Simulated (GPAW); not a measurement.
# 1T-SnO2 monolayer: work function by functional and basis, part 2 of 3

Wanted: work functions and dipole of 1T-SnO2 monolayer, with the cost of each level. Where a layer proves gapped, the work function hangs on where the smearing puts the Fermi level, and the band edges take its place.

GPAW 26.7.0; GPAW, PAW setups; layer in a repeated cell with vacuum, relaxation of atoms and in-plane cell (the session's first sound run).

So far, upper work function (eV): step 3 (the slab's potential) 7.33.

**4. Self-consistent run: xc = "RPBE"**

Level of this step: GPAW, PAW setups; slab in vacuum (GPAW).

The same geometry under RPBE, to see how far the functional moves the levels against the vacuum.

run.py reads:

```python
import json
import numpy as np
from ase import Atoms
from gpaw import GPAW, PW

slab = Atoms(
    ['O', 'Sn', 'O'],
    positions=[
        [1.59039, 0.91821, 7.00000],
        [-0.00000, 0.00000, 8.02877],
        [-0.00000, 1.83642, 9.05754]],
    cell=[[3.18077, -0.0, 0.0], [-1.59039, 2.75463, 0.0], [0.0, 0.0, 16.0575]],
    pbc=[True, True, False])

slab.calc = GPAW(mode=PW(500), xc='RPBE', kpts={'size': (12, 12, 1), 'gamma': True},
                 occupations={'name': 'fermi-dirac', 'width': 0.05}, nbands='200%',
                 convergence={'density': 1e-05}, maxiter=200,
                 poissonsolver={'dipolelayer': 'xy'},
                 symmetry={'tolerance': 1e-3}, txt='slab.txt')
result = {}
energy = slab.get_potential_energy()
fermi = slab.calc.get_fermi_level()
v = slab.calc.get_electrostatic_potential().mean((0, 1)) - fermi
n = slab.calc.get_pseudo_density().mean((0, 1))
L = slab.cell[2, 2]
z = np.arange(len(v)) * L / len(v)
low, high = slab.positions[:, 2].min(), slab.positions[:, 2].max()
below, above = np.interp([low - 4.8, high + 4.8], z, v)
slopes = [np.interp(x, z, np.gradient(v, z)) for x in (low - 4.8, high + 4.8)]
eps = np.array([[slab.calc.get_eigenvalues(k, s) for k in range(len(slab.calc.get_ibz_k_points()))]
                for s in range(slab.calc.get_number_of_spins())]) - fermi
top, bottom = eps[eps < 0].max(), eps[eps > 0].min()
dipole = slab.get_dipole_moment()[2]
print(f'energy {energy:.4f} eV, Fermi level {fermi:.4f} eV, dipole {dipole:.5f} e A')
print(f'potential 4.8 A off the faces, from the Fermi level: lower {below:.4f} eV, upper {above:.4f} eV')
print(f'slope of the potential there: lower {slopes[0]:.5f}, upper {slopes[1]:.5f} eV/A')
print(f'nearest levels on the mesh: {top:.4f} and {bottom:.4f} eV')
print('magnetic moment', round(slab.get_magnetic_moment(), 3))
result.update(energy=energy, fermi=fermi, dipole=dipole, below=below, above=above, slopes=slopes, edges=[top, bottom],
              z=z.tolist(), v=v.tolist(), n=n.tolist(), positions=slab.positions.tolist(),
              forces=slab.get_forces(apply_constraint=False).tolist(), moments=slab.get_magnetic_moments().tolist())
json.dump(result, open('result.json', 'w'))
```

On the command line:

```
$ OMP_NUM_THREADS=1 OPENBLAS_NUM_THREADS=1 python run.py
```

Output:

```text
energy -17.0388 eV, Fermi level -3.6394 eV, dipole 0.00030 e A
potential 4.8 A off the faces, from the Fermi level: lower 7.1864 eV, upper 7.1790 eV
slope of the potential there: lower -0.00116, upper 0.00116 eV/A
nearest levels on the mesh: -1.1339 and 1.8045 eV
magnetic moment 0.0
```

Run time: 24 s. Hardware: 1 thread of Intel Xeon Platinum 8375C at 2.90GHz (Ice Lake), shared host; peak memory 0.2 GiB.

Numbers from this step:

```yaml
dipole_along_the_normal: 3.00e-4 e·Å
levels_nearest_the_fermi_level_on_the_mesh: -1.134, 1.805 eV from the Fermi level
upper_work_function: 7.179 eV
lower_work_function: 7.186 eV
upper_ionisation_energy: 8.313 eV
```

Electrostatic potential energy of an electron (without an applied field's), less the Fermi level, planar mean against z:

```
z (Å)  electrostatic potential energy of an electron (without an applied field's), less the Fermi level, planar mean (eV)
  0.0                                                                                                                7.18
  0.5                                                                                                                7.19
  1.0                                                                                                                7.19
  1.5                                                                                                                7.19
  2.0                                                                                                                7.19
  2.5                                                                                                                7.19
  3.0                                                                                                                7.19
  3.5                                                                                                                7.19
  4.0                                                                                                                7.18
  4.5                                                                                                                7.18
  5.0                                                                                                                7.16
  5.5                                                                                                                7.06
  6.0                                                                                                                6.47
  6.5                                                                                                                2.83
  7.0                                                                                                               -10.1
  7.5                                                                                                               -11.6
  8.0                                                                                                               -21.8
  8.5                                                                                                               -12.8
  9.0                                                                                                               -10.6
  9.5                                                                                                                1.73
 10.0                                                                                                                6.30
 10.5                                                                                                                7.02
 11.0                                                                                                                7.15
 11.5                                                                                                                7.17
 12.0                                                                                                                7.18
 12.5                                                                                                                7.18
 13.0                                                                                                                7.18
 13.5                                                                                                                7.18
 14.0                                                                                                                7.18
 14.5                                                                                                                7.18
 15.0                                                                                                                7.18
 15.5                                                                                                                7.18
```

The pseudo valence density, planar mean by z:

z (Å), pseudo valence density, planar mean (e/Å³) and a bar:
```
     0.00       0.00 
     0.57       0.00 
     1.15       0.00 
     1.72       0.00 
     2.10       0.00 
     2.68       0.00 
     3.25       0.00 
     3.82       0.00 
     4.40       0.00 
     4.97       0.00 
     5.54       0.01 
     5.93       0.04 #
     6.50       0.33 #######
     7.07       0.89 ###################
     7.65       0.97 ####################
     8.22       1.42 ##############################
     8.79       0.82 #################
     9.37       0.58 ############
     9.94       0.08 ##
    10.32       0.02 
    10.90       0.00 
    11.47       0.00 
    12.04       0.00 
    12.62       0.00 
    13.19       0.00 
    13.76       0.00 
    14.15       0.00 
    14.72       0.00 
    15.29       0.00 
    15.87       0.00
```

Force by atom:

```
atom  x (eV/Å)  y (eV/Å)  z (eV/Å)   size
  O1     0.000     0.000    -0.146  0.146
 Sn2     0.000     0.000     0.000  0.000
  O3     0.000     0.000     0.146  0.146
```

The highest filled level lies 1.13 eV under the Fermi level, so the ionisation energy from the upper face is 7.179 + 1.13 = 8.313 eV, against 8.447 eV in the base run.

**5. Self-consistent run: xc = "LDA"**

The same geometry under LDA, to see how far the functional moves the levels against the vacuum.

Changes to run.py since step 4:

```diff
@@ -14,3 +14,3 @@
 
-slab.calc = GPAW(mode=PW(500), xc='RPBE', kpts={'size': (12, 12, 1), 'gamma': True},
+slab.calc = GPAW(mode=PW(500), xc='LDA', kpts={'size': (12, 12, 1), 'gamma': True},
                  occupations={'name': 'fermi-dirac', 'width': 0.05}, nbands='200%',
```

Output:

```text
energy -20.3196 eV, Fermi level -4.0883 eV, dipole 0.00030 e A
potential 4.8 A off the faces, from the Fermi level: lower 7.6335 eV, upper 7.6261 eV
slope of the potential there: lower -0.00117, upper 0.00117 eV/A
nearest levels on the mesh: -1.1583 and 1.5871 eV
magnetic moment 0.0
```

The job ended after 21 s (1 thread; peak memory 0.2 GiB).

Numbers from this step:

* dipole along the normal: 3.02e-4 e·Å
* levels nearest the Fermi level on the mesh: -1.158, 1.587 eV from the Fermi level
* upper work function: 7.626 eV
* lower work function: 7.634 eV
* upper ionisation energy: 8.784 eV

The highest filled level lies 1.16 eV under the Fermi level, so the ionisation energy from the upper face is 7.626 + 1.16 = 8.784 eV, against 8.447 eV in the base run.

**6. Self-consistent run: xc = "vdW-DF2"**

The same geometry under vdW-DF2, to see how far the functional moves the levels against the vacuum (the van der Waals functionals take revPBE setups).

Changes to run.py since step 5:

```diff
@@ -14,3 +14,3 @@
 
-slab.calc = GPAW(mode=PW(500), xc='LDA', kpts={'size': (12, 12, 1), 'gamma': True},
+slab.calc = GPAW(mode=PW(500), xc='vdW-DF2', kpts={'size': (12, 12, 1), 'gamma': True},
                  occupations={'name': 'fermi-dirac', 'width': 0.05}, nbands='200%',
```

Output:

```text
energy -138.8265 eV, Fermi level -4.1564 eV, dipole 0.00030 e A
potential 4.8 A off the faces, from the Fermi level: lower 7.7997 eV, upper 7.7924 eV
slope of the potential there: lower -0.00118, upper 0.00118 eV/A
nearest levels on the mesh: -1.1480 and 1.6214 eV
magnetic moment 0.0
```

Elapsed: 34 s, on 1 thread; peak memory 0.35 GiB.

This step gave:

- dipole along the normal: 2.99e-4 e·Å
- levels nearest the Fermi level on the mesh: -1.148, 1.621 eV from the Fermi level
- upper work function: 7.792 eV
- lower work function: 7.800 eV
- upper ionisation energy: 8.940 eV

Electrostatic potential energy of an electron (without an applied field's), less the Fermi level, planar mean against z:

z (Å), electrostatic potential energy of an electron (without an applied field's), less the Fermi level, planar mean (eV) and a bar from the least value:
```
        0        7.8 ##############################
        1        7.8 ##############################
        2        7.8 ##############################
        3        7.8 ##############################
        4        7.8 ##############################
        5        7.8 ##############################
        6        7.0 #############################
        7       -9.8 ############
        8      -21.9 
        9      -10.3 ############
       10        6.8 #############################
       11        7.8 ##############################
       12        7.8 ##############################
       13        7.8 ##############################
       14        7.8 ##############################
       15        7.8 ##############################
```

The highest filled level lies 1.15 eV under the Fermi level, so the ionisation energy from the upper face is 7.792 + 1.15 = 8.940 eV, against 8.447 eV in the base run.

**7. Self-consistent run: xc = "revPBE"**

The same geometry under revPBE, to see how far the functional moves the levels against the vacuum.

Changes to run.py since step 6:

```diff
@@ -14,3 +14,3 @@
 
-slab.calc = GPAW(mode=PW(500), xc='vdW-DF2', kpts={'size': (12, 12, 1), 'gamma': True},
+slab.calc = GPAW(mode=PW(500), xc='revPBE', kpts={'size': (12, 12, 1), 'gamma': True},
                  occupations={'name': 'fermi-dirac', 'width': 0.05}, nbands='200%',
```

Output:

```text
energy -17.1690 eV, Fermi level -3.6833 eV, dipole 0.00030 e A
potential 4.8 A off the faces, from the Fermi level: lower 7.2231 eV, upper 7.2157 eV
slope of the potential there: lower -0.00116, upper 0.00116 eV/A
nearest levels on the mesh: -1.1025 and 1.8312 eV
magnetic moment 0.0
```

Wall time 23 s (1 thread); peak memory 0.21 GiB.

This step gave:

* dipole along the normal: 3.00e-4 e·Å
* levels nearest the Fermi level on the mesh: -1.102, 1.831 eV from the Fermi level
* upper work function: 7.216 eV
* lower work function: 7.223 eV
* upper ionisation energy: 8.318 eV

The highest filled level lies 1.10 eV under the Fermi level, so the ionisation energy from the upper face is 7.216 + 1.10 = 8.318 eV, against 8.447 eV in the base run.

**8. OptPBE vdW: xc = "optPBE-vdW"**

The same geometry under optPBE-vdW, to see how far the functional moves the levels against the vacuum (the van der Waals functionals take revPBE setups).

Changes to run.py since step 7:

```diff
@@ -14,3 +14,3 @@
 
-slab.calc = GPAW(mode=PW(500), xc='revPBE', kpts={'size': (12, 12, 1), 'gamma': True},
+slab.calc = GPAW(mode=PW(500), xc='optPBE-vdW', kpts={'size': (12, 12, 1), 'gamma': True},
                  occupations={'name': 'fermi-dirac', 'width': 0.05}, nbands='200%',
```

Output:

```text
energy -37.7793 eV, Fermi level -4.0184 eV, dipole 0.00030 e A
potential 4.8 A off the faces, from the Fermi level: lower 7.6110 eV, upper 7.6036 eV
slope of the potential there: lower -0.00120, upper 0.00120 eV/A
nearest levels on the mesh: -1.1070 and 1.7693 eV
magnetic moment 0.0
```

Wall time 31 s (1 thread); peak memory 0.35 GiB.

This step gave:

- levels nearest the Fermi level on the mesh: -1.107, 1.769 eV from the Fermi level
- upper work function: 7.604 eV
- lower work function: 7.611 eV
- upper ionisation energy: 8.711 eV

The electrostatic potential energy of an electron (without an applied field's), less the Fermi level, planar mean by z:

```
z (Å)  electrostatic potential energy of an electron (without an applied field's), less the Fermi level, planar mean (eV)
    0                                                                                                                7.61
    1                                                                                                                7.61
    2                                                                                                                7.61
    3                                                                                                                7.61
    4                                                                                                                7.61
    5                                                                                                                7.58
    6                                                                                                                6.86
    7                                                                                                               -9.83
    8                                                                                                               -21.7
    9                                                                                                               -10.3
   10                                                                                                                6.68
   11                                                                                                                7.57
   12                                                                                                                7.60
   13                                                                                                                7.60
   14                                                                                                                7.60
   15                                                                                                                7.60
```

The highest filled level lies 1.11 eV under the Fermi level, so the ionisation energy from the upper face is 7.604 + 1.11 = 8.711 eV, against 8.447 eV in the base run.

**9. Real-space grid: mode = "fd"**

A real-space grid is a second complete basis, so it checks the plane-wave result.

Changes to run.py since step 8:

```diff
@@ -3,3 +3,3 @@
 from ase import Atoms
-from gpaw import GPAW, PW
+from gpaw import GPAW
 
@@ -14,3 +14,3 @@
 
-slab.calc = GPAW(mode=PW(500), xc='optPBE-vdW', kpts={'size': (12, 12, 1), 'gamma': True},
+slab.calc = GPAW(mode='fd', h=0.18, xc='PBE', kpts={'size': (12, 12, 1), 'gamma': True},
                  occupations={'name': 'fermi-dirac', 'width': 0.05}, nbands='200%',
```

Output:

```text
energy -19.2573 eV, Fermi level -7.3475 eV, dipole 0.00029 e A
potential 4.8 A off the faces, from the Fermi level: lower 7.3512 eV, upper 7.3438 eV
slope of the potential there: lower -0.00001, upper 0.00001 eV/A
nearest levels on the mesh: -1.1077 and 1.7872 eV
magnetic moment 0.0
```

Wall time 81 s (1 thread); peak memory 0.42 GiB.

Numbers from this step:

```
dipole along the normal                    : 2.87e-4 e·Å
levels nearest the Fermi level on the mesh : -1.108, 1.787 eV from the Fermi level
upper work function                        : 7.344 eV
lower work function                        : 7.351 eV
upper ionisation energy                    : 8.451 eV
```

The highest filled level lies 1.11 eV under the Fermi level, so the ionisation energy from the upper face is 7.344 + 1.11 = 8.451 eV, against 8.447 eV in the base run.

[end of part 2 of 3]

[Logs are printed without paths, hosts, clocks, repeated set-up lines and the standing remarks that a program may print on its own settings, such as how far it seeks lower states.]

[Hosts, paths, dates, database ids (printed as entryN), source tags and the programs' standing remarks are cut or masked in the printed files.]
